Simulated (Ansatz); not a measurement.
**Lattice dynamics of Y (model cell, started as body-centred cubic)**

Task: relax Y (model cell, started as body-centred cubic), then find its harmonic phonons.

Main program and level: Ansatz 0.2.0; DFT LDA, scalar-relativistic, plane waves, PAW; PAW set soft_1.

Report form: the programs' logs are mostly left out.

This is not the structure that Y takes at ambient pressure and room temperature (hexagonal, No. 194); it is a model or a phase of other conditions.

## 1. The starting structure

The structure is cubic, space group Im-3m (No. 229). Conventional cell: a = 4.000 Å, b = 4.000 Å, c = 4.000 Å, α = 90.00°, β = 90.00°, γ = 90.00°. Nearest to Y lie 8 Y at 3.46 Å.

As a file:

```cif
data_structure
_symmetry_space_group_name_H-M 'P 1'
_symmetry_Int_Tables_number 1
_cell_length_a 3.4641
_cell_length_b 3.4641
_cell_length_c 3.4641
_cell_angle_alpha 109.471
_cell_angle_beta 109.471
_cell_angle_gamma 109.471
_cell_volume 32.00
loop_
_atom_site_label
_atom_site_type_symbol
_atom_site_fract_x
_atom_site_fract_y
_atom_site_fract_z
_atom_site_occupancy
Y1 Y 0.00000 0.00000 0.00000 1
```

## 2. Relaxation

The cell and atoms are relaxed, since residual forces and stress would shift the frequencies.

Input file input.yaml:

```yaml
crystal:
  lattice:
    - [-2.0, 2.0, 2.0]
    - [2.0, -2.0, 2.0]
    - [2.0, 2.0, -2.0]
  atoms:
    - { symbol: "Y", position: [0.0, 0.0, 0.0] }
kpoints:
  mp_grid: { grid: [14, 14, 14] }
hamiltonian:
  xc: lda
  pseudopotentials: { kind: paw, azcp: { folder: soft_1 }, xc_functional: pbe }
scf:
  occupations: { method: gaussian, width: 0.1 }
output:
  forces: true
  stress: true
  eigenvalues: true
  write_density: true
  write_potential: true
  elf: true
  volumetric_format: npy
relax:
  adjacent_minimum: "off"
  f_tol: 0.005
  max_steps: 80
  cell: { stress_tol: 0.05 }
```

Run with:

```bash
$ ansatz run input.yaml --threads 8 --pin off --max-ram 16384MiB --backend cpu --events-out ev --progress --plain --runs-dir out
```

Run time: 2.3 s. Hardware: 8 threads of Intel Xeon at 2.70GHz, shared host; peak memory 0.39 GiB.

The steps of the relaxation:

```csv
step,energy less that of the first step (eV),largest force component (eV/Å),pressure (GPa),volume (Å³)
1,0.0000,0.0000,-2.68,32.00
2,-0.0183,0.0000,-0.27,30.08
3,-0.0185,0.0000,0.02,29.88
4*,-0.0185,0.0000,0.02,29.88
```

Relaxation steps marked * repeat the geometry before them on a plane-wave basis chosen anew for their cell, so energy and pressure can jump there.

```
conventional cell, symmetrised  before  after  change
                         a (Å)   4.000  3.910  -2.3 %
                         b (Å)   4.000  3.910  -2.3 %
                         c (Å)   4.000  3.910  -2.3 %
              volume (Å³/atom)   32.00  29.88  -6.6 %
```

Final coordinates:

```xyz
1
Lattice="-1.9549 1.9549 1.9549 1.9549 -1.9549 1.9549 1.9549 1.9549 -1.9549" Properties=species:S:1:pos:R:3 pbc="T T T"
Y     0.0000    0.0000    0.0000
```

This step gave:

```
pressure          : 0.02297 GPa
volume per atom   : 29.88 Å³
gap on the k-mesh : 0 eV
```

Electrostatic potential energy in the ac plane of the conventional cell at fractional y = 0.000, with atoms of Y within 0.2 Å of it. With pseudopotentials it is smooth inside the atoms' cores, unlike the true potential.

Ten even steps from '_' (-48 eV) to '@' (13 eV), each cell a mean:
```
____::++%%@@@@@@@@@@##==..__
__..--##%%@@@@@@@@@@%%++::..
--==**%%@@@@@@@@@@@@%%##++==
####%%@@@@@@@@@@@@@@@@%%%%##
@@@@@@@@@@@@@@@@@@@@@@@@@@@@
@@@@@@@@@@@@@@@@@@@@@@@@@@@@
@@@@@@@@@@@@@@@@@@@@@@@@@@@@
@@@@@@@@@@@@@@@@@@@@@@@@@@@@
@@@@@@@@@@@@@@@@@@@@@@@@@@@@
%%%%@@@@@@@@@@@@@@@@@@@@%%%%
++**##%%@@@@@@@@@@@@@@%%##++
..::==##@@@@@@@@@@@@%%**--::
____::**%%@@@@@@@@@@##==..__
____..++%%@@@@@@@@@@##--____
```
Columns run along a (3.9 Å; values clipped at the 3rd and 97th percentile), rows up along c (3.9 Å), edges of the conventional cell, whose origin can differ from the input's. Atoms in or near the plane, at fractional coordinates: Y at (0.00, 0.00).

ELF in the ac plane of the conventional cell at fractional y = 0.000, with atoms of Y within 0.2 Å of it. It is the smooth field of the valence electrons, not physical close to the nuclei.

Ten even steps from '_' (0.16) to '@' (0.84), each cell a mean:
```
##@@@@**....--==::__--%%@@%%
@@@@%%==__..==++--__..**@@@@
%%##==..__::++++==..__::**%%
--::____..--++**++::____..--
______..--++++++++==::..____
::::--==++++++++++++++==--::
==++++****++++++++++**++++==
--====++++++++++++++++++==--
__....--==++++++++++--::....
..______::==++**++--..____..
##++::____--++**==..__..==**
@@@@##::__..==++--____==%%@@
%%@@@@++__..==++::__::##@@@@
==%%@@##..__--==::__--%%@@##
```
Columns run along a (3.9 Å), rows up along c (3.9 Å), edges of the conventional cell, whose origin can differ from the input's. Atoms in or near the plane, at fractional coordinates: Y at (0.00, 0.00).

Valence density in the ac plane of the conventional cell at fractional y = 0.000, with atoms of Y within 0.2 Å of it. It is the smooth field of the valence electrons, not physical close to the nuclei.

Ten even steps from '_' (0.1 e/Å³) to '@' (3.4 e/Å³), each cell a mean:
```
@@@@**::______________--%%@@
%%##==..______________::++%%
==--..__________________::--
..__________________________
____________________________
____________________________
____________________________
____________________________
____________________________
____________________________
::..____________________..::
##++::________________..==**
@@@@++..______________--##@@
%%@@##::____________..==%%@@
```
Columns run along a (3.9 Å), rows up along c (3.9 Å), edges of the conventional cell, whose origin can differ from the input's. Atoms in or near the plane, at fractional coordinates: Y at (0.00, 0.00).

In this step the volume went from 32.00 to 29.88 Å³/atom.

## 3. Tight relaxation

Phonons need a cell at rest on their own settings, so the relaxation is repeated with tight tolerances on forces and stress, using the mesh and the filling of the phonon run that follows.

Input file input.yaml:

```yaml
crystal:
  lattice:
    - [-1.9548669328, 1.9548669328, 1.9548669328]
    - [1.9548669328, -1.9548669328, 1.9548669328]
    - [1.9548669328, 1.9548669328, -1.9548669328]
  atoms:
    - { symbol: "Y", position: [0.0, 0.0, 0.0] }
kpoints:
  mp_grid: { grid: [16, 16, 16] }
hamiltonian:
  xc: lda
  pseudopotentials: { kind: paw, azcp: { folder: soft_1 }, xc_functional: pbe }
scf:
  occupations: { method: methfessel_paxton, width: 0.2 }
output:
  forces: true
  stress: true
  eigenvalues: true
relax:
  adjacent_minimum: "off"
  f_tol: 0.001
  max_steps: 60
  cell: { stress_tol: 0.01 }
```

Elapsed: 1.7 s, on 8 threads; peak memory 0.38 GiB.

Little changed from the start: no atom moved by 0.005 Å and no cell edge by 0.1 %.

Numbers from this step:

| Item | Value |
| --- | --- |
| pressure | 0.003762 GPa |

The forces vanish by symmetry and the pressure is 0.004 GPa, within the tolerances set. The cell now holds 29.88 Å³/atom.

## 4. Phonons on a q mesh

Stability and thermal properties need the whole zone. Linear response on a 4×4×4 q mesh gives force constants as far as a supercell of that size would.

input.yaml, the sections that differ from step 3:

```yaml
output:
  eigenvalues: true
phonons:
  method: dfpt
  qmesh: [4, 4, 4]
  temperatures: { t_max: 1000, t_step: 50 }
  qpath:
    path:
      - [[0.0, 0.0, 0.0], [0.5, -0.5, 0.5], [0.0, 0.0, 0.5], [0.0, 0.0, 0.0], [0.25, 0.25, 0.25], [0.5, -0.5, 0.5]]
      - [[0.25, 0.25, 0.25], [0.0, 0.0, 0.5]]
    npoints: 10
# crystal, kpoints, hamiltonian, scf: as in step 3
# relax: removed
```

It took 75 s on 8 threads; peak memory 2.6 GiB; 7.4 min of CPU time.

This step gave:

- sum-rule residual before enforcement: 1.76e-6 eV/Å²
- lowest frequency on the path: -79.51 cm⁻¹
- highest frequency on the path or at a solved wavevector: 140.6 cm⁻¹
- lowest mode on the q mesh (acoustic modes at Γ apart): -79.51 cm⁻¹

Frequencies (cm⁻¹) solved at each irreducible wavevector; negative means imaginary. Frequencies by wavevector, by row:

| q in reciprocal lattice units | star | mode 1 | mode 2 | mode 3 |
| --- | --- | --- | --- | --- |
| 0 0 0 | 1 | 0 | 0 | 0 |
| 0 0 0.25 | 12 | -61.5 | 57.5 | 89 |
| 0 0 -0.5 | 6 | -79.5 | 76.5 | 125.2 |
| 0 0.25 0.25 | 24 | -71.3 | 86.3 | 123.4 |
| 0.25 0.25 0.25 | 2 | 92.8 | 92.8 | 92.8 |
| 0.25 0.25 -0.25 | 6 | 53.1 | 74 | 74 |
| 0.25 -0.5 -0.5 | 12 | 61.7 | 103.4 | 138.4 |
| -0.5 -0.5 -0.5 | 1 | 138 | 138 | 138 |

Interpolated from a 4×4×4 q mesh. Phonon branches along the path, in cm⁻¹:

```
    point  branch 1  branch 2  branch 3
        Γ         0         0         0
  halfway        53        74        74
        H       138       138       138
  halfway        62       103       138
        N       -80        76       125
  halfway       -62        58        89
        Γ         0         0         0
  halfway       -34       -34       115
        P        93        93        93
  halfway       -51       125       125
        H       138       138       138
jump to P        93        93        93
  halfway       -59        92       122
        N       -80        76       125
```

Tetrahedra on a 24×24×24 mesh, mean over bins of 2 cm-1. Interpolated from a 4×4×4 q mesh. Phonon density of states against wavenumber; read off at these points:

```csv
wavenumber (cm⁻¹),phonon density of states (1/cm⁻¹/cell)
-79.0,0.00548
-73.0,0.0252
-71.0,0.0361
-67.0,0.0286
-61.0,0.0184
-55.0,0.0144
-49.0,0.0102
-43.0,0.00833
-37.0,0.00596
-31.0,0.00479
-25.0,0.00347
-19.0,0.00271
-13.0,0.00223
-7.0,0.00191
-1.0,0.0018
5.0,0.00181
11.0,0.00218
17.0,0.00239
23.0,0.00312
29.0,0.00393
33.0,0.00481
39.0,0.00582
45.0,0.00762
51.0,0.0096
57.0,0.0111
63.0,0.0133
69.0,0.0160
75.0,0.0209
81.0,0.0237
87.0,0.0228
93.0,0.0237
99.0,0.0204
105.0,0.0199
111.0,0.0212
117.0,0.0274
123.0,0.0721
129.0,0.0220
135.0,0.0141
141.0,3.2e-4
```

Second derivatives of the energy by pair, one row for each kind of neighbour of each atom listed. Each entry sums the pair over the periodic images of the supercell that the q mesh stands for, and in a polar crystal it holds the long-range dipole part too. Force constants by pair, by row:

```
atom  neighbour  distance (Å)  third of the trace (eV/Å²)  along the pair's line (eV/Å²)
  Y1     itself             0                        2.04                              –
  Y1          Y         3.386                     -0.3651                         -1.444
  Y1          Y          3.91                       0.045                         0.2056
  Y1          Y         5.529                      0.0865                         0.1471
  Y1          Y         6.484                     -0.0081                        -0.0092
  Y1          Y         6.772                      0.0243                         0.0714
```

Symmetry leaves 8 wavevectors to solve. The lowest mode among them, the acoustic zeros apart, lies at q = (0, 0, -0.5) and is imaginary, 79.5i cm⁻¹, so the energy falls along it.

## 5. Summary of results

| Property | Result |
| --- | --- |
| space group after relaxation (within 0.01 Å) | Im-3m |
| volume per atom | 29.9 Å³ |
| electronic character | no gap on this mesh |
| lowest mode on the q mesh (acoustic modes at Γ apart) | -79.5 cm⁻¹ |
| highest frequency on the path or at a solved wavevector | 141 cm⁻¹ |
| imaginary modes on the 4×4×4 q mesh | yes |

Modes are clearly imaginary (beyond 10i cm⁻¹) at 3 of the 8 irreducible wavevectors, most at q = (0, 0, -0.5) (79.5i cm⁻¹), so this structure is not a minimum of the energy. With no gap, or one that is small against the smearing, the frequencies hang on the k mesh and the smearing, most of all near Kohn anomalies. The PAW files were made for PBE and serve the other functionals too. The starting cell was built on a prototype and not taken from a measurement, so the phase need not exist. These are harmonic frequencies at zero temperature: anharmonic shifts, linewidths and thermal expansion are left out.

[Logs are printed without paths, hosts, clocks, repeated set-up lines and the standing remarks that a program may print on its own settings, such as how far it seeks lower states.]

[Hosts, paths, dates, database ids (printed as entryN), source tags and the programs' standing remarks are cut or masked in the printed files.]
